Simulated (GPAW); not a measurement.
# BaTiO3 (Barioperovskite, Amm2): the O K absorption edge, part 2 of 2

What does one-electron theory with a core hole give for the O K edge of BaTiO3 (Barioperovskite, Amm2)?

GPAW 26.7.0; X-ray absorption from dipole matrix elements to empty bands, plane-wave PAW LDA+U.

So far. Step 2 (The field without a hole): The mesh shows a gap of 2.33 eV, so the hole is first treated in a charged cell, without the excited electron. Step 3 (Spectrum without a core hole, O atom 3): Main maxima below 24 eV (height): 1.7 eV (1.71), 5.0 eV (1.68), 6.7 eV (1.60), 12.1 eV (1.25) and 17.4 eV (0.99). A K edge sees empty p states; the first features are O p mixed into the empty d states of the Ti neighbours, and the broad ones above probably into the cations' higher empty bands.

### Step 5. Spectrum with FCH, O atom 3

The holes are 5.7 Å apart. In GPAW the data set carries the hole's charge, so charge=0 means a charged cell and charge=-1 a neutral one. The excited electron is left out and a uniform background balances the charge. After the field has converged, empty bands are computed with the density fixed and the dipole matrix elements are summed.

xas.py

```python
import numpy as np
from ase import Atoms
from ase.parallel import parprint, paropen
from gpaw import GPAW, PW, FermiDirac, Mixer, MixerDif, setup_paths
from gpaw.test import gen
setup_paths.insert(0, '.')
gen('O', name='fch1s', xcname='LDA', corehole=(1, 0, 1), write_xml=True)
from gpaw.mpi import world
world.barrier()

atoms = Atoms('Ba2Ti2O6',
    cell=[[3.9855, -2.8369, 2.84515],
     [-3.9855, 2.8369, 2.84515],
     [-3.9855, -2.8369, 2.84515]],
    scaled_positions=[[0, 0, 0],
     [0.5, 0, 0.5],
     [0.7624, 0.5124, 0.75],
     [0.2624, 0.5124, 0.25],
     [0.99854, 0.99184, 0.5067],
     [0.49854, 0.99184, 0.0067],
     [0.99854, 0.50524, 0.9933],
     [0.49854, 0.50524, 0.4933],
     [0.4874, 0.4874, 0],
     [0.9874, 0.4874, 0.5]],
    pbc=True)
atoms.calc = calc = GPAW(legacy_gpaw=True, mode=PW(500, force_complex_dtype=True), xc='LDA', setups={'Ti': ':d,4', 4: 'fch1s'},
    kpts={'size': (5, 5, 5), 'gamma': True}, occupations=FermiDirac(0.02),
    charge=0, mixer=Mixer(0.05, 8, 50), maxiter=150,
    convergence={'density': 0.0001, 'eigenstates': 1e-6}, txt='scf.txt')
energy = atoms.get_potential_energy() + calc.get_reference_energy()
ef = calc.get_fermi_level()
out = dict(energy=energy, fermi=ef, forces=atoms.get_forces().tolist())
parprint(f'all-electron energy {energy:.4f} eV, Fermi level {ef:.4f} eV')
ev = np.array([[calc.get_eigenvalues(k, s) for k in range(len(calc.get_ibz_k_points()))] for s in range(calc.get_number_of_spins())])
out['homo'], out['lumo'], out['counts'] = ev[ev < ef].max(), ev[ev > ef].min(), sorted(set((ev < ef).sum((0, 2)).tolist()))
out['filled'] = (ev[:, 0] < ef).sum(1).tolist()

from ase.units import Ha
from gpaw.xas import dipole_matrix_elements
nb = int(calc.get_number_of_electrons() / 2) + 90
top, nb = nb, nb + 8 + nb // 12
nscf = calc.fixed_density(kpts={'size': (6, 6, 6), 'gamma': True}, nbands=nb,
    convergence={'bands': top, 'eigenstates': 5e-3}, maxiter=60, txt='nscf.txt')
cell = atoms.cell.array
ops = [cell.T @ U.T @ np.linalg.inv(cell.T) for U in nscf.wfs.kd.symmetry.op_scc]
filled = [40]  # bands filled in the ground state, by spin
E = np.arange(-6, 34, 0.1)
fwhm = np.interp(E, [4, 25], [0.9, 3.5])
Y, X, zero, highest = 0, 0, 1e9, 1e9
for spin in range(nscf.get_number_of_spins()):
    wfs = nscf.wfs
    mine = wfs.bd.get_slice()  # this rank's bands
    A = dipole_matrix_elements(wfs.setups[4])
    eps = np.zeros((wfs.kd.nibzkpts, nb))
    d = np.zeros((3, A.shape[1], wfs.kd.nibzkpts, nb), complex)
    for kpt in wfs.kpt_u:
        if kpt.s == spin and 4 in kpt.P_ani:
            eps[kpt.k, mine] = kpt.eps_n * Ha
            d[:, :, kpt.k, mine] = (kpt.weight * wfs.nspins / 2) ** 0.5 * np.inner(A, kpt.P_ani[4])
    world.sum(eps)
    world.sum(d)
    T = np.einsum('amkn,bmkn->abkn', d, d.conj()).real
    T = sum(np.einsum('ai,ijkn,bj->abkn', R, T, R) for R in ops) / len(ops)
    empty = np.ones_like(eps, bool) & (np.arange(nb) >= filled[spin])
    zero, highest = min(zero, eps[empty].min()), min(highest, eps[:, top - 1].min())
    lines = [(eps, T, empty)] if spin == 0 else lines + [(eps, T, empty)]
for eps, T, empty in lines:
    f = np.einsum('aakn->akn', T).reshape(3, -1)
    x = eps.ravel() - zero
    w = np.interp(x, E, fwhm) / 2.35482
    g = np.exp(-0.5 * ((E[:, None] - x) / w) ** 2) / (w * (2 * np.pi) ** 0.5)
    Y = Y + (f * empty.ravel()) @ g.T
    X = X + (f * ~empty.ravel()) @ g.T
out.update(E=E.round(2).tolist(), xas=Y.tolist(), xes=X.tolist(), zero=zero, valid=highest - zero, nk=len(eps), nb=nb)
for i in range(0, len(E), 10):
    parprint(f'{E[i]:7.2f}', *(f'{v:10.3e}' for v in Y[:, i]))
import json
with paropen('out.json', 'w') as f:
    json.dump(out, f)
```

Launch:

```bash
$ OMP_NUM_THREADS=1 mpirun -n 4 gpaw python xas.py
```

Numbers of over 12 decimals in the logs are rounded to 6 here.

The program printed:

```text
Input parameters:
  convergence: {density: 0.0001,
                eigenstates: 1e-06}
  kpts: {gamma: True,
         size: (5, 5, 5)}
  maxiter: 150
  mixer: {backend: pulay,
          beta: 0.05,
          method: separate,
          nmaxold: 8,
          weight: 50}
  mode: {ecut: 500.0,
         force_complex_dtype: True,
         name: pw}
  occupations: {fixmagmom: False,
                name: fermi-dirac,
                width: 0.02}
  setups: {4: fch1s,
           Ti: :d,4}

Initialize ...

[... PAW data sets ...]

Reference energy: -500180.226908  # eV

Spin-paired calculation

[... convergence settings ...]
Symmetries present (total): 1
  [... symmetry matrices ...]

125 k-points: 5 x 5 x 5 Monkhorst-Pack grid
63 k-points in the irreducible part of the Brillouin zone
       k-points in crystal coordinates                weights
   0:     0.00000000    0.00000000    0.00000000          1/125
   1:     0.00000000    0.00000000    0.20000000          2/125
   2:     0.00000000    0.00000000    0.40000000          2/125
   3:     0.00000000    0.20000000   -0.40000000          2/125
   4:     0.00000000    0.20000000   -0.20000000          2/125
   5:     0.00000000    0.20000000    0.00000000          2/125
   6:     0.00000000    0.20000000    0.20000000          2/125
   7:     0.00000000    0.20000000    0.40000000          2/125
   8:     0.00000000    0.40000000   -0.40000000          2/125
   9:     0.00000000    0.40000000   -0.20000000          2/125
          ...
  62:     0.40000000    0.40000000    0.40000000          2/125

Wave functions: Plane wave expansion
  Cutoff energy: 500.000 eV
  Number of coefficients (min, max): 3255, 3284
  Pulay-stress correction: 0.000000 eV/Ang^3 (de/decut=0.000000)
  Using FFTW library
  Wavefunction extrapolation:
    Improved wavefunction reuse through dual PAW basis

Occupation numbers: Fermi-Dirac:
  width: 0.0200  # eV

Eigensolver
   Davidson(niter=2)

Densities:
  Coarse grid: 30*30*30 grid
  Fine grid: 60*60*60 grid
  Total Charge: 1.000000

Density mixing:
  Method: separate
  Backend: pulay
  Linear mixing parameter: 0.05
  old densities: 8
  Width of damping distribution: 1.1
  Damping of long wavelength oscillations: 50

[... Hamiltonian set-up ...]
Number of atoms: 10
Number of atomic orbitals: 60
Number of bands in calculation: 52
Number of valence electrons: 80
Bands to converge: occupied

... initialized

Initializing position-dependent things.

Density initialized from atomic densities
Creating initial wave functions:
  52 bands from LCAO basis set

         O
       O   O
        Ti   O
         O
          Ti   O

             Ba

               Ba

Atomic positions and initial magnetic moments

Positions:
   0 Ba     0.000000    0.000000    0.000000    ( 0.0000,  0.0000,  0.0000)
   1 Ba     0.000000   -2.836900    2.845150    ( 0.0000,  0.0000,  0.0000)
   2 Ti    -1.992750   -2.836900    5.760860    ( 0.0000,  0.0000,  0.0000)
   3 Ti    -1.992750   -0.000000    2.915710    ( 0.0000,  0.0000,  0.0000)
   4 O     -1.992750   -1.456464    7.104567    ( 0.0000,  0.0000,  0.0000)
   5 O     -1.992750    1.380436    4.259417    ( 0.0000,  0.0000,  0.0000)
   6 O     -1.992750   -4.217336    7.104567    ( 0.0000,  0.0000,  0.0000)
   7 O     -1.992750   -1.380436    4.259417    ( 0.0000,  0.0000,  0.0000)
   8 O      0.000000    0.000000    2.773452    ( 0.0000,  0.0000,  0.0000)
   9 O      0.000000   -2.836900    5.618602    ( 0.0000,  0.0000,  0.0000)

Unit cell:
           periodic     x           y           z      points  spacing
  1. axis:    yes    3.985500   -2.836900    2.845150    30     0.1544
  2. axis:    yes   -3.985500    2.836900    2.845150    30     0.1339
  3. axis:    yes   -3.985500   -2.836900    2.845150    30     0.1541

  Lengths:   5.659248   5.659248   5.659248
  Angles:   60.170191  89.537240 119.636656

Effective grid spacing dv^(1/3) = 0.1683

iter:   1  -123.782798
iter:   2  -119.106254   -0.85  -0.91
iter:   3  -107.325805   -0.51  -0.97
iter:   4  -106.982783   -1.81  -1.32
iter:   5  -106.189910   -1.10  -1.35
iter:   6  -106.090976   -1.70  -1.51
iter:   7  -106.344962   -1.25  -1.71
iter:   8  -105.837260   -1.97  -1.73
iter:   9  -106.086685   -1.73  -2.26
iter:  10  -105.872397   -2.43  -1.99
iter:  11  -105.830933   -2.99  -2.23
iter:  12  -105.824172   -3.37  -2.61
iter:  13  -105.824395c  -4.73  -3.24
iter:  14  -105.824393c  -5.64  -3.23
iter:  15  -105.824481c  -4.56  -3.29
iter:  16  -105.824326c  -5.76  -3.46
iter:  17  -105.824267c  -5.42  -3.65
iter:  18  -105.824268c  -6.32c -4.10c

Converged after 18 iterations.

Dipole moment: (0.359250, -0.266907, 3.919702) |e|*Ang

Energy contributions relative to reference atoms: (reference = -500180.226908)

Kinetic:        +31.603793
Potential:      -64.264249
External:        +0.000000
XC:             -73.668197
Entropy (-ST):   -0.000000
Local:           +0.504385
SIC:             +0.000000
--------------------------
Free energy:   -105.824268
Extrapolated:  -105.824268

Showing only first 2 kpts
 Kpt  Band  Eigenvalues  Occupancy
  0    38      7.41457    2.00000
  0    39      7.55792    2.00000
  0    40      9.57434    0.00000
  0    41      9.58570    0.00000

  1    38      7.22625    2.00000
  1    39      7.36912    2.00000
  1    40      9.83998    0.00000
[...]
Fermi level: 8.54895

Gap: 2.016 eV
Transition (v -> c):
  (s=0, k=0, n=39, [0.00, 0.00, 0.00]) -> (s=0, k=0, n=40, [0.00, 0.00, 0.00])
No difference between direct/indirect transitions

Forces in eV/Ang:
  0 Ba   -0.00301    0.02669    0.17731
  1 Ba    0.00300    0.02669    0.17731
  2 Ti   -0.00003   -3.03001   -3.12865
  3 Ti   -0.00001    2.10840    1.99022
  4 O     0.00034    0.74883    0.51796
  5 O     0.00015    0.09217   -0.09101
  6 O    -0.00003    0.22708   -0.23821
  7 O    -0.00003   -0.21686    0.00381
  8 O     0.18871    0.00919    0.29991
  9 O    -0.18884    0.00922    0.29996
Scalar-relativistic atomic LDA calculation for O (Oxygen, Z=8)
Core hole in 1s state (1s occupation: 1.0)
300 radial gridpoints.
|------------------------------------------------|
|------------------------------------------------|
[... the atom generator's iteration count ...]

Energy contributions:
-------------------------
Kinetic:      +54.046737
XC:            -5.876031
Potential:   -102.458324
-------------------------
Total:        -54.287618

state      eigenvalue         ekin         rmax
-----------------------------------------------
1s^1.0 :   -21.731873    30.611423        0.127
2s^2.0 :    -1.594915     4.066245        0.801
2p^4.0 :    -1.067100     3.825706        0.682
-----------------------------------------------
(units: Bohr and Hartree)

Generating PAW setup
Kinetic energy of the core from tauc = 30.636371
Cutoffs:
rc(s)=1.300
rc(p)=1.130
rc(d)=1.170
rc(vbar)=1.300
rc(comp)=1.260
rc(nct)=1.300

Kinetic energy of the core states: 30.611423
Charge: 1.0
Core electrons: 1.0
Valence electrons: 6.0
Pseudo-core charge: 0.000198
Shape function alpha=6.299
Pseudo-electron charge 5.280306
state    eigenvalue         norm
--------------------------------
2s(2) :    -1.594915     1.065643
*s    :    -0.594915
2p(4) :    -1.067100     0.787205
*p    :    -0.067100
*d    :     0.000000
--------------------------------

Diagonalizing with gridspacing h=0.050

state   all-electron     PAW
-------------------------------
2s:      -1.594915    -1.596334
2p:      -1.067100    -1.073375
*d:                   -0.060686
*f:                   -0.013559
-------------------------------
all-electron energy -500286.0512 eV, Fermi level 8.5489 eV
[...]
31.00  7.538e-05  6.853e-05  7.149e-05
  32.00  6.713e-05  7.366e-05  7.793e-05
  33.00  5.422e-05  7.687e-05  8.177e-05
```

Run time: 5.3 min. Hardware: 4 MPI ranks of Arm Neoverse V1, shared host; peak memory 0.7 GiB.

The O K spectrum, O atom 3, full core hole (charged cell) (energy from the lowest empty level; intensity scaled to a mean of 1 over the first 20 eV; polarised curves are means over the symmetry-equivalent atoms):

| E (eV) | isotropic | ε ∥ x | ε ∥ y | ε ∥ z |
| --- | --- | --- | --- | --- |
| -2.0 | 0.00 | 0.00 | 0.00 | 0.00 |
| -1.4 | 0.00 | 0.00 | 0.00 | 0.00 |
| -0.8 | 0.00 | 0.00 | 0.00 | 0.00 |
| -0.2 | 0.05 | 0.06 | 0.03 | 0.04 |
| 0.4 | 0.38 | 0.56 | 0.28 | 0.31 |
| 1.0 | 1.15 | 1.70 | 0.86 | 0.89 |
| 1.6 | 1.19 | 1.60 | 1.00 | 0.97 |
| 2.2 | 0.92 | 0.62 | 1.10 | 1.02 |
| 2.8 | 0.81 | 0.10 | 1.20 | 1.13 |
| 3.4 | 0.78 | 0.13 | 1.10 | 1.10 |
| 4.0 | 1.27 | 0.44 | 1.67 | 1.69 |
| 4.6 | 1.73 | 1.14 | 2.02 | 2.04 |
| 5.2 | 1.61 | 1.71 | 1.53 | 1.58 |
| 5.8 | 1.52 | 1.92 | 1.32 | 1.34 |
| 6.4 | 1.45 | 1.80 | 1.26 | 1.27 |
| 7.0 | 0.99 | 1.23 | 0.87 | 0.87 |
| 7.6 | 0.50 | 0.63 | 0.44 | 0.44 |
| 8.2 | 0.29 | 0.36 | 0.25 | 0.25 |
| 8.8 | 0.34 | 0.39 | 0.31 | 0.32 |
| 9.4 | 0.56 | 0.57 | 0.56 | 0.57 |
| 10.0 | 0.93 | 0.79 | 1.00 | 1.01 |
| 10.6 | 1.34 | 0.98 | 1.52 | 1.52 |
| 11.2 | 1.60 | 1.09 | 1.85 | 1.86 |
| 11.8 | 1.62 | 1.13 | 1.85 | 1.88 |
| 12.4 | 1.46 | 1.15 | 1.58 | 1.64 |
| 13.0 | 1.29 | 1.17 | 1.33 | 1.37 |
| 13.6 | 1.21 | 1.18 | 1.22 | 1.24 |
| 14.2 | 1.17 | 1.16 | 1.18 | 1.17 |
| 14.8 | 1.08 | 1.11 | 1.08 | 1.06 |
| 15.4 | 0.96 | 1.04 | 0.94 | 0.90 |
| 16.0 | 0.85 | 0.97 | 0.81 | 0.78 |
| 16.6 | 0.81 | 0.94 | 0.75 | 0.73 |
| 17.2 | 0.79 | 0.95 | 0.72 | 0.71 |
| 17.8 | 0.76 | 0.93 | 0.68 | 0.67 |
| 18.4 | 0.69 | 0.86 | 0.61 | 0.60 |
| 19.0 | 0.58 | 0.74 | 0.51 | 0.50 |
| 19.6 | 0.48 | 0.61 | 0.43 | 0.42 |
| 20.2 | 0.42 | 0.51 | 0.38 | 0.37 |
| 20.8 | 0.41 | 0.47 | 0.38 | 0.37 |
| 21.4 | 0.42 | 0.47 | 0.40 | 0.39 |
| 22.0 | 0.44 | 0.48 | 0.42 | 0.41 |
| 22.6 | 0.45 | 0.48 | 0.44 | 0.43 |
| 23.2 | 0.46 | 0.47 | 0.47 | 0.45 |
| 23.8 | 0.48 | 0.47 | 0.49 | 0.48 |
| 24.4 | 0.50 | 0.48 | 0.52 | 0.51 |
| 25.0 | 0.54 | 0.51 | 0.56 | 0.54 |
| 25.6 | 0.58 | 0.56 | 0.60 | 0.58 |
| 26.2 | 0.63 | 0.63 | 0.65 | 0.62 |
| 26.8 | 0.70 | 0.72 | 0.69 | 0.67 |
| 27.4 | 0.77 | 0.83 | 0.75 | 0.73 |
| 28.0 | 0.84 | 0.94 | 0.80 | 0.79 |
| 28.6 | 0.92 | 1.04 | 0.86 | 0.85 |
| 29.2 | 0.98 | 1.12 | 0.92 | 0.92 |
| 29.8 | 1.04 | 1.18 | 0.97 | 0.99 |
| 30.4 | 1.09 | 1.20 | 1.02 | 1.06 |
| 31.0 | 1.13 | 1.18 | 1.08 | 1.12 |
| 31.6 | 1.14 | 1.12 | 1.13 | 1.19 |

Main maxima below 24 eV (height): 1.3 eV (1.30), 4.7 eV (1.75) and 11.5 eV (1.64). 

The hole costs E(hole) − E(ground) = 524.18 eV, and the lowest empty level of the hole cell on the spectrum's mesh lies at 9.57 eV, which puts the zero at 533.76 eV. One term is added: -8.83 eV, since the hole is spin-paired here and a spin-polarised one costs that much less in the free atom (computed apart). The photon energy is then 524.93 eV. The functional and the charged cell's background leave an error in such absolute values: in the free atom LDA prices this hole 4.1 eV below PBE (computed apart), and PBE is itself good to a few eV.

### Step 6. Excitation energy, O atom 3

With the excited electron kept in the cell the system stays neutral, and the energy difference is an excitation energy by itself. In a small cell that electron takes up a good share of the lowest empty band, or all of one, which shifts the value from the true onset.

Changed against the first core-hole run: core hole to XCH, with the smearing that suits a partly filled band.

scf.py

```python
import numpy as np
from ase import Atoms
from ase.parallel import parprint, paropen
from gpaw import GPAW, PW, FermiDirac, Mixer, MixerDif, setup_paths
from gpaw.test import gen
setup_paths.insert(0, '.')
gen('O', name='fch1s', xcname='LDA', corehole=(1, 0, 1), write_xml=True)
from gpaw.mpi import world
world.barrier()

atoms = Atoms('Ba2Ti2O6',
    cell=[[3.9855, -2.8369, 2.84515],
     [-3.9855, 2.8369, 2.84515],
     [-3.9855, -2.8369, 2.84515]],
    scaled_positions=[[0, 0, 0],
     [0.5, 0, 0.5],
     [0.7624, 0.5124, 0.75],
     [0.2624, 0.5124, 0.25],
     [0.99854, 0.99184, 0.5067],
     [0.49854, 0.99184, 0.0067],
     [0.99854, 0.50524, 0.9933],
     [0.49854, 0.50524, 0.4933],
     [0.4874, 0.4874, 0],
     [0.9874, 0.4874, 0.5]],
    pbc=True)
atoms.calc = calc = GPAW(legacy_gpaw=True, mode=PW(500, force_complex_dtype=True), xc='LDA', setups={'Ti': ':d,4', 4: 'fch1s'},
    kpts={'size': (5, 5, 5), 'gamma': True}, occupations=FermiDirac(0.04),
    charge=-1, mixer=Mixer(0.05, 8, 50), maxiter=150,
    convergence={'density': 0.0001, 'eigenstates': 1e-6}, txt='scf.txt')
energy = atoms.get_potential_energy() + calc.get_reference_energy()
ef = calc.get_fermi_level()
out = dict(energy=energy, fermi=ef, forces=atoms.get_forces().tolist())
parprint(f'all-electron energy {energy:.4f} eV, Fermi level {ef:.4f} eV')
ev = np.array([[calc.get_eigenvalues(k, s) for k in range(len(calc.get_ibz_k_points()))] for s in range(calc.get_number_of_spins())])
out['homo'], out['lumo'], out['counts'] = ev[ev < ef].max(), ev[ev > ef].min(), sorted(set((ev < ef).sum((0, 2)).tolist()))
out['filled'] = (ev[:, 0] < ef).sum(1).tolist()
import json
with paropen('out.json', 'w') as f:
    json.dump(out, f)
```

Launch:

```bash
$ OMP_NUM_THREADS=1 mpirun -n 4 gpaw python scf.py
```

The program printed:

```text
Input parameters:
  charge: -1
  convergence: {density: 0.0001,
                eigenstates: 1e-06}
  kpts: {gamma: True,
         size: (5, 5, 5)}
  maxiter: 150
  mixer: {backend: pulay,
          beta: 0.05,
          method: separate,
          nmaxold: 8,
          weight: 50}
  mode: {ecut: 500.0,
         force_complex_dtype: True,
         name: pw}
  occupations: {fixmagmom: False,
[...]
2s(2) :    -1.594915     1.065643
*s    :    -0.594915
2p(4) :    -1.067100     0.787205
*p    :    -0.067100
*d    :     0.000000
--------------------------------

Diagonalizing with gridspacing h=0.050

state   all-electron     PAW
-------------------------------
2s:      -1.594915    -1.596334
2p:      -1.067100    -1.073375
*d:                   -0.060686
*f:                   -0.013559
-------------------------------
all-electron energy -500275.8552 eV, Fermi level 10.6794 eV
[key lines of the parts left out:]
Converged after 21 iterations.
Dipole moment: (0.340552, -0.234718, 3.901083) |e|*Ang
Free energy:    -95.635266
Fermi level: 10.67939
```

Run time: 1.8 min. Hardware: 4 MPI ranks; peak memory 0.3 GiB.

The total-energy difference is 534.38 eV. With the free-atom term of -8.83 eV for this edge, the photon energy is 525.55 eV.

### Step 7. What the core hole does

Both curves are counted from their own zero, so only the shift of weight within the empty states shows.

| E (eV) | no hole | FCH |
| --- | --- | --- |
| -2.0 | 0.00 | 0.00 |
| -1.0 | 0.00 | 0.00 |
| 0.0 | 0.08 | 0.10 |
| 1.0 | 0.78 | 1.15 |
| 2.0 | 1.53 | 0.98 |
| 3.0 | 0.59 | 0.76 |
| 4.0 | 0.94 | 1.27 |
| 5.0 | 1.68 | 1.70 |
| 6.0 | 1.46 | 1.54 |
| 7.0 | 1.52 | 0.99 |
| 8.0 | 0.64 | 0.32 |
| 9.0 | 0.40 | 0.40 |
| 10.0 | 0.63 | 0.93 |
| 11.0 | 1.06 | 1.54 |
| 12.0 | 1.25 | 1.58 |
| 13.0 | 1.21 | 1.29 |
| 14.0 | 1.20 | 1.18 |
| 15.0 | 1.09 | 1.05 |
| 16.0 | 0.95 | 0.85 |
| 17.0 | 0.98 | 0.80 |
| 18.0 | 0.95 | 0.74 |
| 19.0 | 0.71 | 0.58 |
| 20.0 | 0.47 | 0.44 |
| 21.0 | 0.38 | 0.41 |
| 22.0 | 0.38 | 0.44 |
| 23.0 | 0.38 | 0.46 |
| 24.0 | 0.38 | 0.49 |
| 25.0 | 0.40 | 0.54 |
| 26.0 | 0.43 | 0.61 |
| 27.0 | 0.48 | 0.72 |
| 28.0 | 0.56 | 0.84 |
| 29.0 | 0.65 | 0.96 |
| 30.0 | 0.76 | 1.06 |
| 31.0 | 0.86 | 1.13 |
| 32.0 | 0.93 | 1.14 |

With each curve scaled to its own mean, the area from −2 to 6 eV with the hole is 6.7 against 6.4, and the centre of weight from −1 to 20 eV moves by -0.2 eV (first and strongest maxima below 20 eV: 1.7 eV (1.71), 5.0 eV (1.68) and 6.7 eV (1.60) without the hole, 1.3 eV (1.30), 4.7 eV (1.75) and 11.5 eV (1.64) with it); the shape changes all the same, by 24 % r.m.s.

### Step 8. What came out

```
absorber and edge                               : O K, atom 3 of the ground-state input (counted from 1)
surroundings                                    : 1 Ti at 1.93 Å and 1 Ti at 2.09 Å (linear, site symmetry m)
highest intensity below 16 eV                   : 4.7 eV above the zero, height 1.75
photon energy of the zero, with the added terms : 524.9 eV (raw 533.8 eV; LDA puts this hole about 4 eV below PBE, itself good to a few eV)
```

The O K edge of atom 3, with 1 Ti at 1.93 Å and 1 Ti at 2.09 Å (linear, site symmetry m), has its highest intensity of the first 16 eV at 4.7 eV above the zero, near 530 eV in photon energy (LDA puts this hole about 4 eV below PBE, itself good to a few eV), 1.8 times the mean level of the first 20 eV (Gaussian full width 0.9 eV up to 4 eV, rising linearly to 3.5 eV at 25 eV). With each curve scaled to its own mean, the area from −2 to 6 eV with the hole is 6.7 against 6.4, and the centre of weight from −1 to 20 eV moves by -0.2 eV (first and strongest maxima below 20 eV: 1.7 eV (1.71), 5.0 eV (1.68) and 6.7 eV (1.60) without the hole, 1.3 eV (1.30), 4.7 eV (1.75) and 11.5 eV (1.64) with it); the shape changes all the same, by 24 % r.m.s. The neutral-cell energy lies +0.6 eV from the charged-cell zero, a gap made of the charged-cell error and of where the added electron settles. At the O K edge of atom 3 polarisation matters most near 4.1 eV, where the curves differ by 1.3 on this scale. The same cell was also set up in Quantum ESPRESSO; that part failed, was judged unsound or used a data set known to give false states; its runs are listed without their results. The crystal has 2 inequivalent O sites and not all are shown here, while a measurement adds them all. The holes are only 5.7 Å apart, so the shape is probably not converged with cell size; no larger cell was run here. The mesh is coarse (0.26 Å⁻¹ between points), so small maxima may be mesh ripples. Lifetime broadening is put in by hand, and intensities beyond about 20 eV depend on it and on the partial waves; weight that the partial waves miss at high energy is lost. The structure is a published determination, not relaxed.

[Banner, clock and machine lines of the logs are left out without a mark of their own.]

[Logs are printed without paths, hosts, clocks, repeated set-up lines and the standing remarks that a program may print on its own settings, such as how far it seeks lower states.]

[Hosts, paths, dates, database ids (printed as entryN), source tags and the programs' standing remarks are cut or masked in the printed files.]

[Lists of maxima count a maximum above −3 eV only where it reaches 4 % of the highest in the window and stands out from its surroundings by 2 % of it (1.5 % where it reaches 55 %); shoulders and weaker maxima are passed over, and of the rest the first, up to two pre-edge ones and the few strongest are named.]
